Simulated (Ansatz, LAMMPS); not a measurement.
# Localised basis functions on glassy 62SiO2-21K2O-18CaO (mol %) (110 atoms)

Aim: test how closely localised support functions follow the reference on glassy 62SiO2-21K2O-18CaO (mol %) (110 atoms), and at what cost. A setting counts as converged where the r.m.s. difference of forces stays under 1 % of the r.m.s. force.

Calculated with Ansatz 0.2.0; Kohn-Sham DFT, PBE, PAW (set soft_2), plane waves.

### 1. The starting structure

The cell holds 110 atoms: 24 Si, 16 K, 7 Ca and 63 O. Its edges and angles: a = 11.937 Å, b = 11.937 Å, c = 11.937 Å, α = 90.0°, β = 90.0°, γ = 90.0°. 110 atoms (24 Si, 16 K, 7 Ca, 63 O) placed at random at 2.52 g/cm³, melted at 4000 K for 10 ps at fixed volume with the Morse and Coulomb pair potential with partial charges (Pedone, Malavasi, Menziani, Cormack and Segre, J. Phys. Chem. B 110, 11780 (2006)). Quenched from 4000 K to 300 K at 10 K/ps and fixed volume, held 10 ps at zero pressure.

Limits known from the start: The quench rate of 10 K/ps is orders of magnitude faster than experiment, which tends to freeze in extra defects. The network of bonds at the start is that of the classical potential that made the cell, and needn't be the one that DFT or experiment would give. The Brillouin zone is sampled at Γ only, in a cell whose shortest periodic width is 12 Å.

### 2. How the cell was made

A classical potential supplies the starting structure, since it reaches far longer times than DFT.

This step: classical MD, Morse and Coulomb pair potential with partial charges (Pedone, Malavasi, Menziani, Cormack and Segre, J. Phys. Chem. B 110, 11780 (2006)) (LAMMPS 22 Jul 2025 - Update 4).

Contents of in.lmp:

```
# melt-quench of Si24K16Ca7O63
units metal
atom_style charge
boundary p p p
region box block 0 11.9538 0 11.9538 0 11.9538
create_box 4 box
mass 1 28.0850   # Si
mass 2 39.0983   # K
mass 3 40.0780   # Ca
mass 4 15.9990   # O
create_atoms 1 random 24 104923 NULL overlap 1.5 maxtry 2000
create_atoms 2 random 16 104930 NULL overlap 1.5 maxtry 2000
create_atoms 3 random 7 104937 NULL overlap 1.5 maxtry 2000
create_atoms 4 random 63 104944 NULL overlap 1.5 maxtry 2000
pair_style hybrid/overlay pedone 5.5 coul/long 8.0
pair_coeff * * coul/long
pair_coeff 1 4 pedone 0.340554 2.006700 2.100000 1   # Si-O
pair_coeff 2 4 pedone 0.011612 2.062605 3.305308 5   # K-O
pair_coeff 3 4 pedone 0.030211 2.241334 2.923245 5   # Ca-O
pair_coeff 4 4 pedone 0.042395 1.379316 3.618701 22   # O-O
set type 1 charge 2.4
set type 2 charge 0.6
set type 3 charge 1.2
set type 4 charge -1.2
kspace_style pppm 1.0e-4
neigh_modify delay 0 every 1 check yes
thermo_style custom step time temp pe press density
thermo_modify norm yes
timestep 0.002
thermo 100
min_style cg
minimize 1e-4 1e-4 200 2000
reset_timestep 0
velocity all create 4000 104924 mom yes dist gaussian
# [... 11 lines left out ...]
fix md all nvt temp 4000 300 0.2
run 185000 post no
unfix md
thermo 1666
fix md all npt temp 300 300 0.2 iso 0 0 2
run 5000 post no
unfix md
write_dump all custom glass.dump id type xs ys zs modify sort id
```

Started as:

```
lmp -in in.lmp -log none -nocite
```

The program printed:

```text
LAMMPS (22 Jul 2025 - Update 4)
Created orthogonal box = (0 0 0) to (11.9538 11.9538 11.9538)
Created 24 atoms
Created 16 atoms
Created 7 atoms
Created 63 atoms
PPPM initialization ...
  G vector (1/distance) = 0.3737523
  grid = 12 12 12
  estimated relative force accuracy = 7.3721467e-05
   Step          Time           Temp          PotEng         Press         Density
         0   0              0             -1.7889905      588812.94      2.5160047
       100   0.2            0             -13.172957     -12202.352      2.5160047
       103   0.206          0             -13.178779     -12729.441      2.5160047
Loop time of 0.0583523 s on 1 MPI rank(s) for 103 steps with 110 atoms
Minimization stats:
  Stopping criterion = energy tolerance
  Energy initial, next-to-last, final =
     -1.78899050811594  -13.1775208323774  -13.1787789188169
  Force two-norm initial, final = 325.77879 2.4245283
  Iterations, force evaluations = 103 125
[... 7 lines left out ...]
      1666   3.332          4155.3589     -12.594511      35274.78       2.5160047
      2499   4.998          3977.076      -12.74698       39458.494      2.5160047
      3332   6.664          4025.7014     -12.624014      42877.574      2.5160047
      4165   8.33           3939.3357     -12.601941      54566.67       2.5160047
      4998   9.996          4264.5729     -12.667796      50369.605      2.5160047
[... 2 lines left out ...]
Loop time of 1.96928 s on 1 MPI rank(s) for 5000 steps with 110 atoms
   Step          Time           Temp          PotEng         Press         Density
[... 12 lines left out ...]
Loop time of 70.1856 s on 1 MPI rank(s) for 185000 steps with 110 atoms
   Step          Time           Temp          PotEng         Press         Density
[... 1 line left out ...]
    191590   383.18         283.14792     -13.239004     -1296.7408      2.5426602
    193256   386.512        278.37187     -13.240303     -3446.6207      2.5422587
    194922   389.844        325.054       -13.234522     -12847.896      2.5507171
    196000   392            286.54167     -13.239016     -3859.8409      2.5267528
Loop time of 2.45963 s on 1 MPI rank(s) for 5000 steps with 110 atoms
```

Wall time 75 s (1 thread of Arm Neoverse V2, shared host); peak memory 0.069 GiB.

### 3. Plane-wave single point

This run is the reference for what follows, at a cutoff of 420 eV.

Contents of input.yaml:

```yaml
crystal:
  lattice:
    - [11.93683, 0.0, 0.0]
    - [0.0, 11.93683, 0.0]
    - [0.0, 0.0, 11.93683]
  atoms:
    - { symbol: Si, position: [0.00422, 0.32389, 0.1486] }
    - { symbol: Si, position: [0.46292, 0.22917, 0.80862] }
    - { symbol: Si, position: [0.60287, 0.47264, 0.49441] }
    - { symbol: Si, position: [0.03727, 0.87986, 0.66602] }
    - { symbol: Si, position: [0.6389, 0.58817, 0.09498] }
    - { symbol: Si, position: [0.99442, 0.48838, 0.50313] }
    - { symbol: Si, position: [0.45542, 0.90709, 0.60994] }
    - { symbol: Si, position: [0.24009, 0.4266, 0.12206] }
    - { symbol: Si, position: [0.53977, 0.07241, 0.00651] }
    - { symbol: Si, position: [0.72394, 0.00208, 0.17919] }
    - { symbol: Si, position: [0.59981, 0.43608, 0.7614] }
    - { symbol: Si, position: [0.3032, 0.79721, 0.41975] }
    - { symbol: Si, position: [0.43022, 0.30927, 0.39917] }
    - { symbol: Si, position: [0.80547, 0.29907, 0.85444] }
    - { symbol: Si, position: [0.99106, 0.44843, 0.75071] }
    - { symbol: Si, position: [0.07979, 0.91626, 0.41418] }
    - { symbol: Si, position: [0.43898, 0.26506, 0.13648] }
    - { symbol: Si, position: [0.9039, 0.7177, 0.37304] }
    - { symbol: Si, position: [0.97163, 0.08569, 0.233] }
    - { symbol: Si, position: [0.82832, 0.76433, 0.12489] }
    - { symbol: Si, position: [0.54776, 0.14018, 0.56533] }
    - { symbol: Si, position: [0.17824, 0.65413, 0.60271] }
    - { symbol: Si, position: [0.17969, 0.03971, 0.11744] }
    - { symbol: Si, position: [0.69317, 0.33694, 0.08851] }
    - { symbol: K, position: [0.56222, 0.7633, 0.87666] }
    - { symbol: K, position: [0.43268, 0.80241, 0.11061] }
    - { symbol: K, position: [0.27205, 0.40113, 0.63066] }
    - { symbol: K, position: [0.99226, 0.07431, 0.92091] }
    - { symbol: K, position: [0.36542, 0.54756, 0.88013] }
    - { symbol: K, position: [0.41545, 0.03093, 0.31476] }
    - { symbol: K, position: [0.83506, 0.69004, 0.85257] }
    - { symbol: K, position: [0.14655, 0.7712, 0.91703] }
    - { symbol: K, position: [0.18608, 0.69996, 0.19326] }
    - { symbol: K, position: [0.83583, 0.25541, 0.59355] }
    - { symbol: K, position: [0.78662, 0.65372, 0.63798] }
    - { symbol: K, position: [0.61499, 0.77988, 0.3634] }
    - { symbol: K, position: [0.4849, 0.6511, 0.64714] }
    - { symbol: K, position: [0.73472, 0.98971, 0.79411] }
    - { symbol: K, position: [0.19402, 0.13826, 0.62522] }
    - { symbol: K, position: [0.99104, 0.55321, 0.00102] }
    - { symbol: Ca, position: [0.18101, 0.27973, 0.91303] }
    - { symbol: Ca, position: [0.79113, 0.47847, 0.29007] }
    - { symbol: Ca, position: [0.14544, 0.2538, 0.35737] }
    - { symbol: Ca, position: [0.76384, 0.92249, 0.56015] }
    - { symbol: Ca, position: [0.28949, 0.0047, 0.85135] }
    - { symbol: Ca, position: [0.7051, 0.18642, 0.36177] }
    - { symbol: Ca, position: [0.44016, 0.57205, 0.29515] }
    - { symbol: O, position: [0.42739, 0.2851, 0.2716] }
    - { symbol: O, position: [0.58296, 0.86246, 0.63344] }
    - { symbol: O, position: [0.66025, 0.05115, 0.0652] }
    - { symbol: O, position: [0.61177, 0.59764, 0.48253] }
    - { symbol: O, position: [0.91004, 0.85734, 0.68919] }
    - { symbol: O, position: [0.51858, 0.21991, 0.46121] }
    - { symbol: O, position: [0.61436, 0.56038, 0.79787] }
    - { symbol: O, position: [0.01627, 0.80199, 0.37134] }
    - { symbol: O, position: [0.10376, 0.94901, 0.76095] }
    - { symbol: O, position: [0.67498, 0.09988, 0.54471] }
    - { symbol: O, position: [0.93542, 0.43386, 0.16748] }
    - { symbol: O, position: [0.69803, 0.35073, 0.78064] }
    - { symbol: O, position: [0.63092, 0.58677, 0.22539] }
    - { symbol: O, position: [0.73266, 0.69504, 0.05982] }
    - { symbol: O, position: [0.85799, 0.70159, 0.24383] }
    - { symbol: O, position: [0.30873, 0.2918, 0.4514] }
    - { symbol: O, position: [0.51568, 0.19177, 0.68151] }
    - { symbol: O, position: [0.6295, 0.01468, 0.27495] }
    - { symbol: O, position: [0.26716, 0.61663, 0.68936] }
    - { symbol: O, position: [0.98752, 0.21776, 0.23506] }
    - { symbol: O, position: [0.93499, 0.45849, 0.62262] }
    - { symbol: O, position: [0.89851, 0.38632, 0.83536] }
    - { symbol: O, position: [0.73188, 0.30222, 0.2018] }
    - { symbol: O, position: [0.49251, 0.36358, 0.81889] }
    - { symbol: O, position: [0.99425, 0.57432, 0.78891] }
    - { symbol: O, position: [0.52796, 0.15652, 0.90173] }
    - { symbol: O, position: [0.93057, 0.59153, 0.42735] }
    - { symbol: O, position: [0.30082, 0.50921, 0.20571] }
    - { symbol: O, position: [0.39491, 0.83637, 0.51426] }
    - { symbol: O, position: [0.19551, 0.48145, 0.0109] }
    - { symbol: O, position: [0.19907, 0.09665, 0.99676] }
    [... 26 atom lines left out ...]
    - { symbol: O, position: [0.0995, 0.36826, 0.75447] }
    - { symbol: O, position: [0.01503, 0.27676, 0.03074] }
    - { symbol: O, position: [0.70481, 0.3954, 0.45493] }
    - { symbol: O, position: [0.33576, 0.32639, 0.08545] }
    - { symbol: O, position: [0.46336, 0.13814, 0.10398] }
    - { symbol: O, position: [0.04137, 0.03792, 0.13029] }
kpoints:
  mp_grid: { grid: [1, 1, 1] }
hamiltonian:
  xc: pbe
scf:
  occupations: { method: fixed }
output:
  forces: true
  stress: true
  populations: true
  dos:
    method: { smearing: { sigma: 0.15 } }
    de: 0.1
    projected: { site_lists: { Ca: [Ca], K: [K], O: [O], Si: [Si] } }
  eigenvalues: true
  write_density: true
  write_potential: true
  volumetric_format: npy
  elf: true
```

Started as:

```
ansatz run input.yaml --threads 8 --pin off --max-ram 15872MiB --backend cpu --events-out ev --progress --plain --runs-dir out
```

The program printed:

```text
Engine: ansatz 0.2.0, aarch64-unknown-linux-gnu
Pseudopotentials: kind: paw
Pseudopotential: Si, paw, valence charge 4, recommended cutoff 420 eV (normal), Si.paw.azcp
Pseudopotential: K, paw, valence charge 9, recommended cutoff 420 eV (normal), K.paw.azcp
Pseudopotential: Ca, paw, valence charge 10, recommended cutoff 420 eV (normal), Ca.paw.azcp
Pseudopotential: O, paw, valence charge 6, recommended cutoff 420 eV (normal), O.paw.azcp
[... 5 lines on functional and potentials left out ...]
Crystal: 110 atoms, lattice volume = 1700.854 Å³
Basis set: ecut = 420 eV, 33131 PW (Γ), exchange–correlation on 160×160×160 points (8 copies of the dense FFT grid, shifted against one another)
Bands: 454, of which v1, the nominal top of the filled ones, is band 344 counted from 1 (343 counted from 0)
Symmetry: 1 space group operations
Space group: P1 (ITA 1), of the structure as read, at distance tolerance 1.2e-4 Å
k-points: 1
[... 9 lines on functional and potentials left out ...]
Initial density: superposition of atomic densities (neutral atoms: chi_scale 0, normalization atom), corrected by the library's trained network
Initial wavefunctions: pseudopotential atomic-orbital guess
Functional: x = pbe(κ = 0.804, μ = 0.219515), c = pbe(β = 0.066725)
SCF iter   1: F=—  HF=-88448.334407 eV  |F-HF|=—  |Δ(HF+E_count)|=         —  Δρ=2.03e-3  dr2=1.24e-1  ethr=1.77e-3  ⟨swp⟩=4.0  Hψ=1713  notcnv=0  defer=108
preconditioner: auto → Resta (q_TF=auto, 2.346 Å⁻¹)  ε∞=3.1  [insulator: Δε(μ)=2.020 eV  Ē_g=15.572 eV  n_scr=364 (ndim 8)  ℏωp=22.8 eV  f_vac=0.128  ε∞_Penn≈3.1]
SCF iter   2: F=—  HF=-88448.329173 eV  |F-HF|=—  |Δ(HF+E_count)|=   5.23e-3  Δρ=1.11e-3  dr2=3.21e-2  ethr=1.80e-5  ⟨swp⟩=3.0  Hψ=844  notcnv=0  defer=108
SCF iter   3: F=—  HF=-88448.329709 eV  |F-HF|=—  |Δ(HF+E_count)|=   5.37e-4  Δρ=5.77e-4  dr2=9.80e-3  ethr=4.66e-6  ⟨swp⟩=3.0  Hψ=613  notcnv=0  defer=108
SCF iter   4: F=—  HF=-88448.328837 eV  |F-HF|=—  |Δ(HF+E_count)|=   8.73e-4  Δρ=1.89e-4  dr2=8.21e-4  ethr=1.42e-6  ⟨swp⟩=2.0  Hψ=607  notcnv=0  defer=108
SCF iter   5: F=—  HF=-88448.329002 eV  |F-HF|=—  |Δ(HF+E_count)|=   1.66e-4  Δρ=1.25e-4  dr2=2.35e-4  ethr=1.19e-7  ⟨swp⟩=2.0  Hψ=633  notcnv=0  defer=108
SCF iter   6: F=—  HF=-88448.329000 eV  |F-HF|=—  |Δ(HF+E_count)|=   1.96e-6  Δρ=3.07e-5  dr2=1.86e-5  ethr=3.42e-8  ⟨swp⟩=2.0  Hψ=633  notcnv=0  defer=108
SCF iter   7: F=—  HF=-88448.328559 eV  |F-HF|=—  |Δ(HF+E_count)|=   4.42e-4  Δρ=1.43e-5  dr2=3.41e-6  ethr=2.70e-9  ⟨swp⟩=2.0  Hψ=780  notcnv=0  defer=108
SCF iter   8: F=—  HF=-88448.328561 eV  |F-HF|=—  |Δ(HF+E_count)|=   2.07e-6  Δρ=8.75e-6  dr2=1.16e-6  ethr=4.95e-10  ⟨swp⟩=2.0  Hψ=637  notcnv=0  defer=108
SCF iter   9: F=-88448.328561 eV  HF=-88448.328561 eV  |F-HF|=4.38e-8  |Δ(HF+E_count)|=   1.90e-7  Δρ=2.05e-6  dr2=7.92e-8  ethr=1.45e-11  ⟨swp⟩=22.0  Hψ=4801  notcnv=0
SCF 1 converged in 9 iterations: F = -88448.328561 eV  dr2 = 7.92e-8
  greatest PAW one-centre occupation: 0.995 electrons in one spin orbital (limit 2), on the Ca atom at site 46 (counted from 0), in its partial waves of l = 0
SCF converged after 9 iterations
Free energy (F): -88448.328561 eV
Harris-Foulkes:  -88448.328561 eV  (|F-HF|=4.38e-8)
Internal energy: -88448.328561 eV  (E = F + TS)
E sigma→0 (E₀):  -88448.328561 eV
Fermi energy:    5.143331 eV
--- Per-component energies (eV) ---
  E_band       = -4101.356848
  E_kinetic    = 18365.086659
  E_local      = -46000.010736  (includes V_loc(G=0)·N_el)
  E_nonlocal   = 4268.009137
  E_hartree    = 16775.557147
  E_xc         = -9181.509894
  E_vxc        = -11001.908812  (∫ρ·V_xc dr)
  E_paw        = -40836.690342  (= ΣΔE_a)
  E_vpaw       = -3283.801217  (= ΣTr[D̂ρ^β])
  E_aug_tail   = 0.159996  (compensation charges beyond the density's cutoff)
  E_ewald      = -31838.930528
  E_smearing   = -0.000000  (= −TS)
  E_closure    = -0.000000  (closes the sum)
  Σ components = -88448.328561   (vs F -88448.328561, Δ=0.00e0)
--- Forces (eV/Å), atoms counted from 1 ---
  atom   1  Si     1.79461703     1.85459399     0.94147468
  atom   2  Si     3.37230289     0.73979320    -1.47625649
  atom   3  Si    -0.08162312    -4.15287839     0.62410216
  atom   4  Si     1.70948552    -0.54461749    -0.28813756
  atom   5  Si     1.47120670     0.88351099    -0.10322908
  atom   6  Si     0.68173751     2.43442510     1.17094071
  atom   7  Si     2.34245305     0.95888048    -0.65292337
  atom   8  Si     0.49384262    -0.89851913     1.22100307
  atom   9  Si    -1.08336620     0.95775923     1.70305876
  atom  10  Si    -1.81549914     1.49273432     0.61871593
  atom  11  Si    -0.92516449    -0.88760165    -0.69579191
  atom  12  Si    -0.20565268     1.06515181     2.39477420
  atom  13  Si    -0.35596659    -0.23137298     2.05640373
  atom  14  Si    -2.94248975    -1.99331724     0.98803641
[...]
atom 109  O     -0.50285405    -1.97949049    -0.06063274
  atom 110  O     -1.75464441    -1.18006351    -1.07078944
  max |Σ_I F_I| component: 3.65e-5 eV/Å
--- Stress (GPa, compression-positive) ---
        3.823972       1.223644       0.024281
        1.223644       4.889119       0.820816
        0.024281       0.820814       6.544039
  P = ⅓ Tr σ = 5.0857 GPa (50.857 kbar)
--- Band table (eV) ---
  k-point 0: bands = ["-36.1201", "-35.6879", "-35.1948", "-34.6389", [... 438 levels ...], "12.5105", "12.5241", "12.5333", "12.5565", "12.5990", "12.6529", "12.6832", "12.6923", "12.7228", "12.7718", "12.7819", "12.8091"]
--- Löwdin populations: 110 sites ---
  site symbol       q [e]
     0     Si      2.3743
     1     Si      2.2935
     2     Si      2.3997
[...]
109      O      6.8381
  spilling = 0.012099 (of n_electrons = 688.000000)
```

Run time: 19 s. Hardware: 8 threads of Arm Neoverse V2, shared host; peak memory 2.4 GiB; 2.4 min of CPU time.

The column dr2 measures how far the density is from self-consistency, as an energy; F and HF (Harris–Foulkes) agree once it is small.

Read from the output:

| Item | Value |
| --- | --- |
| free energy | -88448.3286 eV |
| free energy per atom | -804.0757 eV/atom |
| SCF cycles | 9 |
| pressure | 5.086 GPa |
| r.m.s. force component | 1.359 eV/Å |
| longest force | 7.008 eV/Å |
| Fermi energy | 5.143 eV |
| gap (highest filled to lowest empty level) | 1.841 eV |
| spilling of the projection | 0.0121 |

The r.m.s. force component of 1.4 eV/Å and the pressure of 5.1 GPa set the scale for the differences below.

### 4. Support functions low

The cell is solved in localised support functions.

This step: Kohn-Sham DFT, PBE, PAW (set soft_2), localised support functions (low) (Ansatz 0.2.0).

input.yaml, the sections that differ from step 3:

```yaml
scf:
  occupations: { method: fixed }
  eigensolver: { kind: { support_functions: { accuracy: low } } }
  max_iter: 150
output:
  forces: true
  eigenvalues: true
# crystal, kpoints, hamiltonian: as in step 3
```

The program printed:

```text
Warning: scf.eigensolver.kind.support_functions: disabling space-group detection — the functions' gradient is summed over unrotated k-points, so no spatial operation reduces the k-mesh or symmetrises the density; time reversal is kept, so that k and −k are solved as one point where they differ and the mesh holds both, and exact exchange and, on two spinor components, a DFT+U term hold to it where the run has them: [...]
settings of this run that can trade accuracy for cost: scf.eigensolver.kind.support_functions; scf.eigensolver.kind.support_functions.accuracy: low [...]
[...]
Crystal: 110 atoms, lattice volume = 1700.854 Å³
Basis set: ecut = 420 eV, 33131 PW (Γ), exchange–correlation on 180×180×180 points (8 copies of the dense FFT grid, shifted against one another)
Bands: 413, of which v1, the nominal top of the filled ones, is band 344 counted from 1 (343 counted from 0)
Symmetry: 1 space group operations
k-points: 1
[...]
SCF iter   1: F=—  HF=-88433.295726 eV  |F-HF|=—  |Δ(HF+E_count)|=         —  Δρ=8.45e-2  dr2=1.63e2  ethr=1.00e-1
[...]
SCF iter  12: F=—  HF=-88448.779189 eV  |F-HF|=—  |Δ(HF+E_count)|=   3.25e-3  Δρ=4.62e-5  dr2=6.86e-5  ethr=3.07e-8  κ⁻¹=4.5e-5(r=7)
SCF iter  13: F=-88448.781798 eV  HF=-88448.781798 eV  |F-HF|=6.54e-7  |Δ(HF+E_count)|=   2.61e-3  Δρ=1.60e-5  dr2=9.45e-6  ethr=9.96e-9
SCF 1 converged in 13 iterations: F = -88448.813395 eV  dr2 = 9.45e-6
[...]
SCF converged after 13 iterations
Stability not checked: this state was not tested for a lower state beside it, because the mixer in use, unlike msr1, does not test its closes by its own steps (another_mixer; see scf.mixing.algorithm and scf.lower_state_search)
Free energy (F): -88448.813395 eV
[...]
Internal energy: -88448.813395 eV  (E = F + TS)
E sigma→0 (E₀):  -88448.813395 eV
Fermi energy:    5.144419 eV
[...]
Σ components = -88448.813395   (vs F -88448.813395, Δ=0.00e0)
--- Forces (eV/Å), atoms counted from 1 ---
  atom   1  Si     1.79468241     1.85396344     0.94121163
  atom   2  Si     3.37315873     0.73880830    -1.47784721
  atom   3  Si    -0.08174682    -4.15289637     0.62364847
  atom   4  Si     1.71050033    -0.54501679    -0.28864126
[...]
atom 110  O     -1.75505235    -1.18011050    -1.07104738
  max |Σ_I F_I| component: 1.99e-3 eV/Å
--- Band table (eV) ---
[...]
```

Wall time 84 s (8 threads); peak memory 5.1 GiB.

The program notes that the band table was not solved further than the SCF left it and it switched symmetry off.

Keys that differ from the reference: support_functions.accuracy = "low" and scf.max_iter = 150.

Forces differ from the reference by 0.61 meV/Å r.m.s., 0.045 % of their size, well within a tolerance of 1 %; the energy by -4.4 meV/atom. It took roughly 4.3 times the reference's time (one timing each, with unlike analyses asked), in 13 cycles against 9.

[end of part 1 of 3]

[Long decimals in the printed logs are rounded to 6 places.]

[Logs are printed without paths, hosts, clocks, repeated set-up lines and the standing remarks that a program may print on its own settings, such as how far it seeks lower states.]

[Hosts, paths, dates, database ids (printed as entryN), source tags and the programs' standing remarks are cut or masked in the printed files.]
